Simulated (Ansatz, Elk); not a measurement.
**Bonding as seen by X-rays: LaZnIr6**

Structure refinements treat a crystal as free atoms side by side. For a made-up structure of LaZnIr6 (cell and positions from a r2SCAN relaxation) the runs below show what the calculated density changes in F(hkl).

Program: Elk 11.2.3 (patched build). Level of theory: DFT, PBE, all-electron APW+lo, Dirac cores, scalar-relativistic bands, static density, no spin. Results are calculated unless marked as measured.

This account leaves out most program logs.

The structure was built from a prototype and need not be the compound's stable phase.

## 1. Starting point

Symmetry: P4/mmm, No. 123, tetragonal system. Conventional cell: a = 3.997 Å, b = 3.997 Å, c = 7.997 Å, α = 90.00°, β = 90.00°, γ = 90.00°. Nearest to Ir lie 2 Zn at 2.68 Å and 8 Ir at 2.68 to 2.98 Å and 2 La at 2.98 Å. Nearest to Ir lie 4 La at 2.83 Å and 8 Ir at 2.98 Å. Ir has 8 Ir at 2.68 Å and 4 Zn at 2.83 Å nearest. Nearest to La lie 12 Ir at 2.83 to 2.98 Å. Nearest to Zn lie 12 Ir at 2.68 to 2.83 Å. Farther neighbours are not listed.

## 2. Ground state and structure factors

An all-electron density is needed, since X-rays see the cores too. Task 0 finds the density and task 195 Fourier-transforms it; tshift is off so that phases refer to the origin typed.

Contents of elk.in:

```
tasks
  0
  195

xctype
  20

spinpol
  .false.

rgkmax
  7.0

gmaxvr
  14.0

lmaxo
  7

lmaxapw
  8

swidth
  0.002

tshift
  .false.

ramdisk
  .false.

hmaxvr
  5.5

maxscl
  120

epspot
  1e-06

sppath
  './'

avec
  7.55332959809 0.00000000000 0.00000000000
  0.00000000000 7.55332959809 0.00000000000
  0.00000000000 0.00000000000 15.11190037459

atoms
  3
  'Ir.in'
  6
  -0.0000000000 0.5000000000 0.7771291759   0.000000 0.000000 0.000000
  -0.0000000000 0.5000000000 0.2228708241   0.000000 0.000000 0.000000
  0.5000000000 0.0000000000 0.7771291759   0.000000 0.000000 0.000000
  0.5000000000 0.0000000000 0.2228708241   0.000000 0.000000 0.000000
  0.5000000000 0.5000000000 0.5000000000   0.000000 0.000000 0.000000
  0.5000000000 0.5000000000 -0.0000000000   0.000000 0.000000 0.000000
  'La.in'
  1
  0.0000000000 0.0000000000 0.5000000000   0.000000 0.000000 0.000000
  'Zn.in'
  1
  0.0000000000 -0.0000000000 -0.0000000000   0.000000 0.000000 0.000000

ngridk
  6 6 3
```

Run with:

```console
> OMP_NUM_THREADS=4 elk
```

The job ended after 2 min (4 threads of Arm Neoverse V2, shared host; peak memory 0.42 GiB; 6.5 min of CPU time).

SFACRHO.OUT:

```text

h k l indices transformed by vhmat matrix:
   1.000000000       0.000000000       0.000000000    
   0.000000000       1.000000000       0.000000000    
   0.000000000       0.000000000       1.000000000    

      h      k      l  multipl.   |H|            Re(F)            Im(F)           |F|

      0      0      0      1   0.0000000       549.00000     -0.17501252E-16   549.00000    
      0      0     -1      2  0.41577731       25.208201      0.38839154E-13   25.208201    
      0      0      2      2  0.83155462      -48.421403     -0.92936310E-13   48.421403    
      0      1      0      4  0.83184313      -64.749425      0.33754952E-13   64.749425    
      1      0     -1      8  0.92996439      -22.920609      0.18100767E-13   22.920609    
      0      1      2      8   1.1761998      -62.305106      0.55413282E-13   62.305106    
      1     -1      0      4   1.1764038      -62.290853     -0.15632515E-13   62.290853    
      0      0      3      2   1.2473319      -150.90102     -0.80646641E-13   150.90102    
      1      1      1      8   1.2477166      -66.330734     -0.65344495E-14   66.330734    
     -1      1      2      8   1.4406280       435.56362      0.27367431E-12   435.56362    
      0     -1     -3      8   1.4992665      -20.261936     -0.38713111E-14   20.261936    
      0      0      4      2   1.6631092       376.80012      0.38362060E-12   376.80012    
      2      0      0      4   1.6636863       431.53231     -0.60168854E-13   431.53231    
      1      1      3      8   1.7145737       99.038959      0.16844248E-12   99.038959    
      0      2      1      8   1.7148536       21.625978     -0.59992358E-14   21.625978    
      0      1      4      8   1.8595417      -56.681456      0.14988632E-14   56.681456    
     -2      0     -2      8   1.8599288      -43.132363      0.13733659E-12   43.132363    
     -2      1      0      8   1.8600578      -56.665455     -0.23465282E-13   56.665455
```

Elk indexes on the primitive cell of elk.in and gives |H| = 4π sin θ/λ in inverse bohr. Below, one row stands for each form hkl of the conventional cell (m members, Friedel mates merged), F is for one primitive cell and the density is static (no thermal factor). Free-atom factors are Waasmaier and Kirfel's, and R is Σm||F|−|F'||/Σm|F|.

```
hkl  m  sin θ/λ (Å⁻¹)  abs F, DFT  neutral atoms   diff.
001  2          0.062      25.208         25.557  -0.349
002  2          0.125      48.421         48.455  -0.034
100  4          0.125      64.749         64.805  -0.056
101  8          0.140      22.921         22.718  +0.203
102  8          0.177      62.305         62.138  +0.168
110  4          0.177      62.291         62.136  +0.155
003  2          0.188     150.901        150.810  +0.091
111  8          0.188      66.331         66.188  +0.142
112  8          0.217     435.564        436.540  -0.976
103  8          0.226      20.262         20.224  +0.038
004  2          0.250     376.800        377.889  -1.089
200  4          0.250     431.532        432.728  -1.196
113  8          0.258      99.039         99.632  -0.593
201  8          0.258      21.626         21.871  -0.245
```

## 3. The highest occupied states alone

An energy window below the Fermi level keeps the highest occupied states, to see at which angles they scatter; shallow core shells can lie inside it and anion s states outside. No new self-consistency is needed.

Changes to elk.in since step 2:

```diff
@@ -1,3 +1,2 @@
 tasks
-  0
   195
@@ -40,2 +39,5 @@
 
+wsfac
+  -0.020980 0.720010
+
 sppath
```

Run with:

```console
> OMP_NUM_THREADS=4 elk
```

The job ended after 22 s (4 threads; peak memory 0.22 GiB).

States within 12 eV below the Fermi level hold 69.00 electrons; any levels below the window count with the cores. Their amplitudes can exceed the total, where window and core parts have opposite phase:

```
hkl  sin θ/λ (Å⁻¹)  abs F, window  abs F, all
001          0.062         14.350      25.208
002          0.125          0.780      48.421
100          0.125          0.390      64.749
101          0.140          8.473      22.921
102          0.177          1.550      62.305
110          0.177          1.556      62.291
003          0.188          1.533     150.901
111          0.188          5.414      66.331
112          0.217         19.684     435.564
103          0.226          6.814      20.262
```

## 4. Another functional

The difference from free atoms is small, so it is set against the change that PBEsol makes.

Changes to elk.in since step 3:

```diff
@@ -1,2 +1,3 @@
 tasks
+  0
   195
@@ -4,3 +5,3 @@
 xctype
-  20
+  22
 
@@ -39,5 +40,2 @@
 
-wsfac
-  -0.020980 0.720010
-
 sppath
```

Run with:

```console
> OMP_NUM_THREADS=4 elk
```

Run time: 2 min. Hardware: 4 threads; peak memory 0.44 GiB.

Against the first run R = 0.01 %; the largest change is -0.050 at 112.

## 5. Basis size

A smaller basis shows how fast F responds to it; the change is likely larger than the basis error of the first run, but doesn't show convergence.

Changes to elk.in since step 4:

```diff
@@ -5,3 +5,3 @@
 xctype
-  22
+  20
 
@@ -11,3 +11,3 @@
 rgkmax
-  7.0
+  5.5
```

Run with:

```console
> OMP_NUM_THREADS=4 elk
```

Wall time 1.8 min (4 threads); peak memory 0.41 GiB; 5.8 min of CPU time.

Against the first run R = 0.03 %; the largest change is +0.404 at 220.

## 6. Settings against the effect

```
          run  R against the first run (%)  R against neutral atoms, low angle (%)  wall time
PBE, rgkmax 7                         0.00                                    0.30      2 min
       PBEsol                         0.01                                    0.31      2 min
   rgkmax 5.5                         0.03                                    0.31    1.8 min
```

## 7. Results

- R against neutral atoms, sin θ/λ < 0.3 Å⁻¹: 0.30 %
- R against neutral atoms, 0.3 to 0.71 Å⁻¹: 0.16 %

**Reading.** Independent neutral atoms miss the calculated amplitudes by R = 0.30 % below 0.3 Å⁻¹ and 0.16 % from there to 0.71 Å⁻¹; by shells, 0.44 % below 0.15 Å⁻¹ (4 forms), 0.29 % 0.15 to 0.3 (14 forms), 0.13 % 0.3 to 0.45 (28 forms), 0.17 % above 0.45 (103 forms). Bonding, aspherical density and the tables' own atoms all enter these figures, and the runs don't part them. The largest change of an amplitude is -1.20 electrons, at 200. The window's part falls from 69.0 electrons at the origin to at most 3.42 between 0.45 and 0.71 Å⁻¹, where compact states inside the window still scatter. Below 0.3 Å⁻¹ the changes that finished (PBEsol and rgkmax 5.5) move F by R = 0.04 % at most, against the 0.30 % that separates it from free atoms. A single amplitude moves by up to 0.40 electrons, against 1.20 for the largest difference from free atoms. The k-mesh has no finished test. These runs have no spin, though d or f shells may be open. Spin-orbit coupling is left out, which can matter for elements this heavy. Part of the difference isn't bonding: the tables are fits to free atoms and ions calculated by other methods than this functional. Thermal motion, anomalous dispersion and extinction are left out.

[Logs are printed without paths, hosts, clocks, repeated set-up lines and the standing remarks that a program may print on its own settings, such as how far it seeks lower states.]

[Hosts, paths, dates, database ids (printed as entryN), source tags and the programs' standing remarks are cut or masked in the printed files.]
